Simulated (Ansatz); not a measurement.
# Lattice dynamics of (KF)2(AgCl)2 [001] superlattice, started as rocksalt type, part 2 of 2

Task: relax (KF)2(AgCl)2 [001] superlattice, started as rocksalt type, then find its harmonic phonons.

Ansatz 0.2.0; DFT PBE, scalar-relativistic, plane waves, PAW.

So far. Step 4 (Tight relaxation): The largest force component left is 0.56 meV/Å and the pressure is -0.004 GPa, within the tolerances set. The cell now holds 21.52 Å³/atom. The relaxed cell has a = 3.834, c = 11.710 Å (conventional setting).

The structure was built from a prototype and need not be the compound's stable phase.

## (5) Modes at Γ

The zone centre is the only wavevector solved here; it holds the modes that light can see, as far as symmetry allows. The response to a homogeneous field gives the Born charges and the dielectric tensor, and its change with displacement the Raman tensors.

Input file input.yaml:

```yaml
crystal:
  lattice:
    - [2.7111177634, 2.7111177634, 0.0]
    - [-2.7111177634, 2.7111177634, 0.0]
    - [0.0, 0.0, 11.710229948]
  atoms:
    - { symbol: Ag, position: [0.0, 0.0, 0.4853653471] }
    - { symbol: Ag, position: [0.5, 0.5, 0.7646346529] }
    - { symbol: Cl, position: [0.5, 0.5, 0.502798966] }
    - { symbol: Cl, position: [0.0, 0.0, 0.747201034] }
    - { symbol: F, position: [0.5, 0.5, 0.0071526807] }
    - { symbol: F, position: [0.0, 0.0, 0.2428473193] }
    - { symbol: K, position: [0.0, 0.0, 0.0116078396] }
    - { symbol: K, position: [0.5, 0.5, 0.2383921604] }
kpoints:
  mp_grid: { grid: [8, 8, 2] }
hamiltonian:
  xc: pbe
scf:
  occupations: { method: fixed }
output:
  eigenvalues: true
phonons:
  method: dfpt
  dielectric: true
  rigid_motions: translations
  raman: true
```

Launch:

```sh
ansatz run input.yaml --threads 8 --pin off --max-ram 14336MiB --backend cpu --events-out ev --progress --plain --runs-dir out
```

Numbers of over 12 decimals in the logs are rounded to 6 here.

Log:

```text
[...]
Crystal: 8 atoms, lattice volume = 172.144 Å³
Basis set: ecut = 420 eV, 3407 PW (Γ), exchange–correlation on 60×60×160 points (8 copies of the dense FFT grid, shifted against one another)
Bands: 51, of which v1, the nominal top of the filled ones, is band 42 counted from 1 (41 counted from 0)
Symmetry: 16 space group operations
k-points: 42 of 128 (irreducible under 2 space group operations, time reversal used)
[...]
SCF iter   1: F=—  HF=-22039.162066 eV  |F-HF|=—  |Δ(HF+E_count)|=         —  Δρ=1.01e-3  dr2=4.32e-3  ethr=1.77e-3  ⟨swp⟩=5.0  Hψ=6772  notcnv=0  defer=286
[...]
SCF iter  10: F=-22039.162193 eV  HF=-22039.162193 eV  |F-HF|=5.09e-11  |Δ(HF+E_count)|=  7.89e-10  Δρ=1.18e-7  dr2=3.14e-11  ethr=1.00e-12  ⟨swp⟩=15.2  Hψ=13766  notcnv=0
SCF 1 converged in 10 iterations: F = -22039.162193 eV  dr2 = 3.14e-11
[...]
DFPT response loops at Γ: preconditioner auto → Resta (q_TF=auto, 2.421 Å⁻¹)  ε∞=7.0 (no band partly filled); β = 1.00, the filter's whole step (`scf.mixing.beta` (0.50) is not read by the response loops at its default; to damp them type it under 1.00, their step now; it binds the ground state too); Broyden in place of MSR1
── the response to a field inside a basis, on 10×10×4 k-points: an SCF that follows is theirs, and a resumed run solves both again ──
Bands: 43, of which v1, the nominal top of the filled ones, is band 42 counted from 1 (41 counted from 0)
k-points: 30 of 400
[...]
Eigensolver: Dense (30 Hₖ)
SCF iter   1: F=—  HF=-22038.794706 eV  |F-HF|=—  |Δ(HF+E_count)|=         —  Δρ=8.01e-4  dr2=3.30e-4  ethr=1.00e-1
[...]
SCF iter   9: F=-22038.794911 eV  HF=-22038.794911 eV  |F-HF|=3.64e-12  |Δ(HF+E_count)|=  8.00e-11  Δρ=9.81e-8  dr2=5.00e-11  ethr=1.00e-12
SCF 1 converged in 9 iterations: F = -22038.794911 eV  dr2 = 5.00e-11
[...]
SCF converged after 10 iterations
Free energy (F): -22039.162193 eV
[...]
Internal energy: -22039.162193 eV  (E = F + TS)
E sigma→0 (E₀):  -22039.162193 eV
Fermi energy:    5.441502 eV
[...]
--- Band table (eV; the first three rows and the last of 42) ---
  k-point 0: bands = [... 38 lower, 3.3672, 3.3672, 3.5424, 3.6411, 6.6535, 7.6645, 10.2266, 11.2176, ... 5 higher]
  k-point 1: bands = [... 38 lower, 3.3886, 3.3886, 3.5014, 3.7603, 6.7910, 7.5877, 9.9445, 11.6757, ... 5 higher]
  k-point 2: bands = [... 38 lower, 3.6797, 3.6970, 3.7439, 3.8867, 7.1174, 8.0017, 10.4377, 11.2682, ... 5 higher]
  k-point 41: bands = [... 38 lower, 3.4127, 3.4127, 3.6849, 3.6849, 8.0716, 8.0716, 11.7627, 11.7627, ... 5 higher]
--- Phonons (Γ-DFPT): 8 representative perturbations + reference, on 42 of 128 k-points (Σ response iterations 31) ---
  k mesh reduced under 2 symmetry operations, with k and −k counted as one. Each operation leaves every solved perturbation unchanged. A smaller set is not considered because the run solves the response to a homogeneous field
  ASR residual: 5.185e-4 → 0.000e0 eV/Å²; symmetrization residual: 5.337e-6 eV/Å²
  ASR residual per site (eV/Å²): 5.42e-5 5.42e-5 1.41e-4 1.41e-4 4.76e-4 4.76e-4 5.18e-4 5.18e-4
  Γ frequencies (cm⁻¹): -40.68 0.00 0.00 0.00 32.10 32.10 39.19 39.19 40.12 73.43 73.43 115.12 131.76 131.83 131.83 142.70 142.70 160.91 165.34 165.34 168.88 168.88 188.01 207.85
  ε∞ (high-frequency dielectric tensor):
        3.620427     0.000000     0.000000
        0.000000     3.620427     0.000000
        0.000000     0.000000     2.713596
  softest optical mode at Γ: -40.68 cm⁻¹; the repairs (sum rule, projections) moved no ω² at Γ by more than (2.94 cm⁻¹)²
  Born effective charges Z* (e; rows j = field, columns β = displacement):
    site 0:
         1.45904   -0.00000    0.00000
         0.00000    1.45904   -0.00000
         0.00000   -0.00000    0.98354
    site 1:
         1.45904   -0.00000   -0.00000
         0.00000    1.45904    0.00000
        -0.00000   -0.00000    0.98354
    site 2:
        -1.47035    0.00000   -0.00000
        -0.00000   -1.47035   -0.00000
        -0.00000   -0.00000   -0.77336
    site 3:
        -1.47035    0.00000    0.00000
        -0.00000   -1.47035   -0.00000
         0.00000    0.00000   -0.77336
    site 4:
        -1.13167   -0.00000   -0.00000
         0.00000   -1.13167   -0.00000
         0.00000   -0.00000   -1.58551
    site 5:
        -1.13167   -0.00000   -0.00000
         0.00000   -1.13167   -0.00000
         0.00000   -0.00000   -1.58551
    site 6:
         1.14297   -0.00000   -0.00000
         0.00000    1.14297    0.00000
         0.00000   -0.00000    1.37532
    site 7:
         1.14297   -0.00000    0.00000
         0.00000    1.14297   -0.00000
         0.00000   -0.00000    1.37532
  Z* charge neutrality: 2.190e-2 e pre-enforcement
  solved inside a basis spanned on kpoints, on 10×10×4 k-points: ε∞ is read to err by 1.8e-2, Z* by 2.4e-2 e (field_mesh: kpoints solves on kpoints); Z* is corrected for what the basis lacks
  Raman tensors (in the event stream and the table raman_tensors.tsv): an entry may err by 3.6e-1 Å², one of the second-order susceptibility by 3.2e-18 pm/V (basis, points and sum rule); their sum over the sites missed zero by 1.110e-16 Å² ahead of its enforcement
  optical modes at Γ without the LO–TO term, one row a degenerate level:
      ω (cm⁻¹)  modes    IR ((D/Å)²/amu)  static Raman (Å⁴/amu)  depolarisation
        -40.68      1             2.7170                 0.0000               —
         32.10      2             0.0000                 0.0363           0.750
         39.19      2             0.0127                 0.0000               —
         40.12      1             0.0000                 0.0831           0.002
         73.43      2             0.0000                 0.0375           0.750
        115.12      1             0.0000                 2.9498           0.483
        131.76      1             1.3185                 0.0000               —
        131.83      2             9.1277                 0.0000               —
        142.70      2             0.0000                 0.4722           0.750
        160.91      1             0.0000                 1.1904           0.533
        165.34      2             7.6129                 0.0000               —
        168.88      2             0.0000                 0.1296           0.750
        188.01      1             5.4943                 0.0000               —
        207.85      1             0.0000                 2.6768           0.000
  optical modes at Γ + LO–TO along q̂ = [1.0000, 0.0000, 0.0000]:
      ω (cm⁻¹)  modes    IR ((D/Å)²/amu)  static Raman (Å⁴/amu)  depolarisation
        -40.68      1             2.7170                 0.0000               —
         32.10      2             0.0000                 0.0363           0.750
         39.19      1             0.0064                 0.0000               —
         39.31      1             0.0010                 0.0000               —
         40.12      1             0.0000                 0.0831           0.002
         73.43      2             0.0000                 0.0375           0.750
        115.12      1             0.0000                 2.9498           0.483
        131.76      1             1.3185                 0.0000               —
        131.83      1             4.5638                 0.0000               —
        142.70      2             0.0000                 0.4722           0.750
        148.15      1             0.2442                 0.0000               —
        160.91      1             0.0000                 1.1904           0.533
        165.34      1             3.8065                 0.0000               —
        168.88      2             0.0000                 0.1296           0.750
        188.01      1             5.4943                 0.0000               —
        207.85      1             0.0000                 2.6768           0.000
        226.77      1             8.1314                 0.0000               —
  optical modes at Γ + LO–TO along q̂ = [0.0000, 1.0000, 0.0000]:
      ω (cm⁻¹)  modes    IR ((D/Å)²/amu)  static Raman (Å⁴/amu)  depolarisation
        -40.68      1             2.7170                 0.0000               —
         32.10      2             0.0000                 0.0363           0.750
         39.19      1             0.0064                 0.0000               —
         39.31      1             0.0010                 0.0000               —
         40.12      1             0.0000                 0.0831           0.002
         73.43      2             0.0000                 0.0375           0.750
        115.12      1             0.0000                 2.9498           0.483
        131.76      1             1.3185                 0.0000               —
        131.83      1             4.5638                 0.0000               —
        142.70      2             0.0000                 0.4722           0.750
        148.15      1             0.2442                 0.0000               —
        160.91      1             0.0000                 1.1904           0.533
        165.34      1             3.8065                 0.0000               —
        168.88      2             0.0000                 0.1296           0.750
        188.01      1             5.4943                 0.0000               —
        207.85      1             0.0000                 2.6768           0.000
        226.77      1             8.1314                 0.0000               —
  optical modes at Γ + LO–TO along q̂ = [0.0000, 0.0000, 1.0000]:
      ω (cm⁻¹)  modes    IR ((D/Å)²/amu)  static Raman (Å⁴/amu)  depolarisation
         32.10      2             0.0000                 0.0363           0.750
         39.19      2             0.0127                 0.0000               —
         40.12      1             0.0000                 0.0831           0.002
         62.25      1             0.4719                 0.0000               —
         73.43      2             0.0000                 0.0375           0.750
        115.12      1             0.0000                 2.9498           0.483
        131.83      2             9.1277                 0.0000               —
        142.25      1             0.2536                 0.0000               —
        142.70      2             0.0000                 0.4722           0.750
        160.91      1             0.0000                 1.1904           0.533
        165.34      2             7.6129                 0.0000               —
        168.88      2             0.0000                 0.1296           0.750
        207.85      1             0.0000                 2.6768           0.000
        265.43      1             8.8045                 0.0000               —
```

The job ended after 3.7 min (8 threads of Intel Xeon Platinum 8275CL at 3.00GHz (Skylake/Cascade Lake), shared host; peak memory 2.8 GiB).

The column dr2 measures how far the density is from self-consistency, as an energy; F and HF (Harris–Foulkes) agree once it is small.

This step gave:

```
sum-rule residual before enforcement                    : 5.18e-4 eV/Å²
miss of the charge sum rule                             : 0.02190 e
estimated error of the dielectric tensor                : 0.01803
estimated error of the Born charges                     : 0.02429 e
point group                                             : 4/mmm
highest optical mode at the zone centre (no LO-TO term) : 207.8 cm⁻¹
lowest optical zone-centre mode                         : -40.68 cm⁻¹
mean high-frequency dielectric constant                 : 3.318
largest Born charge (third of the trace)                : 1.301 e
top of the zone-centre spectrum with the field          : 265.4 cm⁻¹
```

Without the LO-TO term. Patterns of degenerate modes are one choice out of their space. The modes at Γ (shares of kinetic energy by element, %) (negative means imaginary):

```csv
mode,frequency (cm⁻¹),symmetry,Ag %,Cl %,F %,K %
1,-40.7,A2u,42,11,35,12
2,0.0,acoustic,54,18,9,19
3,0.0,acoustic,54,18,9,19
4,0.0,acoustic,54,18,9,19
5,32.1,Eg,80,18,1,1
6,32.1,Eg,80,18,1,1
7,39.2,Eu,23,6,20,52
8,39.2,Eu,23,6,20,52
9,40.1,A1g,99,1,0,0
10,73.4,Eg,2,0,27,71
11,73.4,Eg,2,0,27,71
12,115.1,A1g,1,54,6,40
13,131.8,not assigned,0,65,3,32
14,131.8,not assigned,24,75,1,0
15,131.8,not assigned,24,75,1,0
16,142.7,Eg,18,80,1,1
17,142.7,Eg,18,80,1,1
18,160.9,A1g,0,38,38,24
19,165.3,Eu,0,1,70,28
20,165.3,Eu,0,1,70,28
21,168.9,Eg,0,1,72,27
22,168.9,Eg,0,1,72,27
23,188.0,A2u,4,6,53,37
24,207.8,A1g,0,7,57,36
```

Displacements in mode 1 (-40.7 cm⁻¹), the largest set to 1:
```
Ag1  0.00  0.00  0.46
Ag2  0.00  0.00  0.46
Cl3  0.00  0.00 -0.41
Cl4  0.00  0.00 -0.41
F5   0.00  0.00 -1.00
F6   0.00  0.00 -1.00
K7   0.00  0.00 -0.41
K8   0.00  0.00 -0.41
```

Displacements in mode 11 (73.4 cm⁻¹), the largest set to 1:
```
Ag1  0.10  0.00  0.00
Ag2 -0.10  0.00  0.00
Cl3  0.06  0.00  0.00
Cl4 -0.06  0.00  0.00
F5   0.88  0.02  0.00
F6  -0.88 -0.02  0.00
K7   1.00  0.02  0.00
K8  -1.00 -0.02  0.00
```

Optical modes at the zone centre, without and with the macroscopic field of the longitudinal modes; each column is sorted by frequency, so a row need not hold one and the same mode. Modes with and without the field, by row:

```csv
rank among optical modes,no field (cm⁻¹),"q along (1, 0, 0) (cm⁻¹)","q along (0, 0, 1) (cm⁻¹)"
1,-40.7,-40.7,32.1
2,32.1,32.1,32.1
3,32.1,32.1,39.2
4,39.2,39.2,39.2
5,39.2,39.3,40.1
6,40.1,40.1,62.2
7,73.4,73.4,73.4
8,73.4,73.4,73.4
9,115.1,115.1,115.1
10,131.8,131.8,131.8
11,131.8,131.8,131.8
12,131.8,142.7,142.2
13,142.7,142.7,142.7
14,142.7,148.2,142.7
15,160.9,160.9,160.9
16,165.3,165.3,165.3
17,165.3,168.9,165.3
18,168.9,168.9,168.9
19,168.9,188,168.9
20,188,207.8,207.8
21,207.8,226.8,265.4
```

Born charge (rows field, columns displacement) (e), principal values of the symmetric part by kind of site:

```csv
atom,atoms with these values,low,middle,high,mean
Ag1,2,0.98,1.46,1.46,1.30
Cl3,2,-1.47,-1.47,-0.77,-1.24
F5,2,-1.59,-1.13,-1.13,-1.28
K7,2,1.14,1.14,1.38,1.22
```

In full for F5:

```
-1.13  0.00  0.00
 0.00 -1.13  0.00
 0.00  0.00 -1.59
```

High-frequency dielectric tensor:

```
3.62 0.00 0.00
0.00 3.62 0.00
0.00 0.00 2.71
```

Transverse modes; imaginary modes are left out. Lines of the infrared spectrum (strongest = 100):

```csv
position (cm⁻¹),lines merged,relative intensity
32,1,0.0
39,1,0.1
40,1,0.0
73,1,0.0
115,1,0.0
132,2,100
143,1,0.0
161,1,0.0
165,1,73
169,1,0.0
188,1,53
208,1,0.0
```

Activity x (w_L - w)^4 (n + 1)/w, 532 nm, 300 K; imaginary modes are left out; modes without the macroscopic field alone. Lines of the Raman spectrum (strongest = 100):

```csv
position (cm⁻¹),lines merged,relative intensity
32,1,13
39,1,0.0
40,1,20
73,1,2.9
115,1,100
132,2,0.0
143,1,11
161,1,23
165,1,0.0
169,1,2.3
188,1,0.0
208,1,33
```

Before it was imposed, the acoustic sum rule was missed by 5.2e-4 eV/Å² and the charge sum rule by 0.022 e. Small misses are needed for a sound result but don't prove that mesh and cutoff are converged. The lowest optical mode is imaginary, 40.7i cm⁻¹, so the energy falls along it.

## (6) Isotope substitution, element Ag, natural mass 107.868 amu

An isotope changes the mass and not the force constants, so no new electronic calculation is needed; the shifts show which modes move this element.

The same force constants with the mass of Ag changed from 107.868 to 108.905 u (phonopy, no LO-TO term). Both lists are sorted by frequency; levels can cross, so a row need not hold one and the same mode. Modes under 3 cm⁻¹ are left out. Isotope shifts, by row:

```csv
q,rank,natural mass (cm⁻¹),changed mass (cm⁻¹)
0 0 0,1,-40.68,-40.6
0 0 0,5,32.1,31.97
0 0 0,6,32.1,31.97
0 0 0,7,39.19,39.15
0 0 0,8,39.19,39.15
0 0 0,9,40.12,39.93
0 0 0,10,73.43,73.42
0 0 0,11,73.43,73.42
0 0 0,12,115.1,115.1
0 0 0,13,131.8,131.7
0 0 0,14,131.8,131.7
0 0 0,15,131.8,131.8
0 0 0,16,142.7,142.6
0 0 0,17,142.7,142.6
0 0 0,18,160.9,160.9
0 0 0,19,165.3,165.3
0 0 0,20,165.3,165.3
0 0 0,21,168.9,168.9
0 0 0,22,168.9,168.9
0 0 0,23,188,188
0 0 0,24,207.8,207.8
```

A mode of this element alone would shift by -0.48 %. The highest zone-centre frequency without the field goes from 207.8 to 207.8 cm⁻¹ (+0.0 %).

## (7) Another isotope, element Cl, natural mass 35.45 amu

The same for Cl, from 35.45 to 36.97 u.

A mode of this element alone would shift by -2.07 %. The highest zone-centre frequency without the field goes from 207.8 to 207.6 cm⁻¹ (-0.1 %).

## (8) Another isotope, element K, natural mass 39.0983 amu

The same for K, from 39.10 to 40.96 u.

The same force constants with the mass of K changed from 39.098 to 40.962 u (phonopy, no LO-TO term). Both lists are sorted by frequency; levels can cross, so a row need not hold one and the same mode. Modes under 3 cm⁻¹ are left out. Isotope shifts, by row:

```csv
q,rank,natural mass (cm⁻¹),changed mass (cm⁻¹)
0 0 0,1,-40.68,-40.56
0 0 0,5,32.1,32.09
0 0 0,6,32.1,32.09
0 0 0,7,39.19,38.72
0 0 0,8,39.19,38.72
0 0 0,9,40.12,40.12
0 0 0,10,73.43,72.21
0 0 0,11,73.43,72.21
0 0 0,12,115.1,114
0 0 0,13,131.8,130.8
0 0 0,14,131.8,131.8
0 0 0,15,131.8,131.8
0 0 0,16,142.7,142.7
0 0 0,17,142.7,142.7
0 0 0,18,160.9,160
0 0 0,19,165.3,164.3
0 0 0,20,165.3,164.3
0 0 0,21,168.9,167.8
0 0 0,22,168.9,167.8
0 0 0,23,188,186.4
0 0 0,24,207.8,206.2
```

A mode of this element alone would shift by -2.30 %. The highest zone-centre frequency without the field goes from 207.8 to 206.2 cm⁻¹ (-0.8 %).

## (9) Summary of results

```json
{
 "space group after relaxation (within 0.01 Å)": "P4/nmm",
 "volume per atom": "21.5 Å³",
 "gap on the k-mesh": "1.21 eV",
 "highest optical mode at the zone centre (no LO-TO term)": "208 cm⁻¹",
 "top of the zone-centre spectrum with the field": "265 cm⁻¹",
 "lowest optical zone-centre mode": "-40.7 cm⁻¹",
 "mean high-frequency dielectric constant": "3.32",
 "largest Born charge (third of the trace)": "1.30 e",
 "imaginary modes at Γ (the only wavevector solved)": "yes"
}
```

A zone-centre mode is imaginary (40.7i cm⁻¹), so this structure is not a minimum of the energy. Without the field, the optical modes at Γ span -41 to 208 cm⁻¹ (negative means imaginary). The dispersion is not part of this account. With the macroscopic field of the longitudinal modes the top of the zone-centre spectrum lies at 265 cm⁻¹, against 208 cm⁻¹ without it. Among the real modes, the strongest infrared line is at 132 cm⁻¹. Averaged over orientations, the strongest Raman line at 532 nm and 300 K is at 115 cm⁻¹. The tensors are the static, non-resonant ones, while 532 nm light (2.33 eV) lies above the computed gap. The starting cell was built on a prototype and not taken from a measurement, so the phase need not exist. These are harmonic frequencies at zero temperature: anharmonic shifts, linewidths and thermal expansion are left out.

[Logs are printed without paths, hosts, clocks, repeated set-up lines and the standing remarks that a program may print on its own settings, such as how far it seeks lower states.]

[Hosts, paths, dates, database ids (printed as entryN), source tags and the programs' standing remarks are cut or masked in the printed files.]
